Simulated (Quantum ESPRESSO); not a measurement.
# Calculated records

```cif
data_mo2c
_symmetry_space_group_name_H-M 'Pbcn'
_symmetry_Int_Tables_number 60
_cell_length_a 4.7350
_cell_length_b 6.0250
_cell_length_c 5.2100
_cell_angle_alpha 90.000
_cell_angle_beta 90.000
_cell_angle_gamma 90.000
_cell_volume 148.63
loop_
_atom_site_label
_atom_site_type_symbol
_atom_site_symmetry_multiplicity
_atom_site_Wyckoff_symbol
_atom_site_fract_x
_atom_site_fract_y
_atom_site_fract_z
_atom_site_occupancy
Mo1 Mo 8 d 0.24500 0.12500 0.08300 1
C1 C 4 c 0.00000 0.37500 0.25000 1
_calc_subject 'Magnetic state of Mo2C from several starts'
_calc_method 'LDA; plane waves with GBRV 1.5 LDA potentials, no spin-orbit coupling (and 1 further level or step)'
_calc_program 'Quantum ESPRESSO 7.5'
_calc_settings_of_one_run 'GBRV 1.5 LDA, potential files Mo: mo_lda_v1.uspp.F.UPF, C: c_lda_v1.2.uspp.F.UPF, cutoff 544.23 eV, 6×6×6 k-mesh, 85 bands, fermi-dirac occupations, smearing width 0.1 eV, collinear spin, SCF threshold 2.40e-8, mesh matched on, starting moments 1 1 1 1 1 1 1 1 0 0 0 0 μB'
_calc_cost '3 runs, 15 min in all on 4 MPI ranks of Intel Xeon Platinum 8488C (Sapphire Rapids), shared host (the runs of this entry)'
_calc_lowest_state_found 'non-magnetic (from ferro ++++++++, antiferro +--+-++- and antiferro +--+--++)'
_calc_largest_site_moment '0 μB'
```

[Logs and program files are shortened in this print: banners, set-up blocks, solver, clock and traceback lines can be left out without a mark of their own.]

[Logs are printed without paths, hosts, clocks, repeated set-up lines and the standing remarks that a program may print on its own settings, such as how far it seeks lower states.]

[Hosts, paths, dates, database ids (printed as entryN), source tags and the programs' standing remarks are cut or masked in the printed files.]

[Where a cell is said to come from a database of computed structures, the database is the Materials Project.]
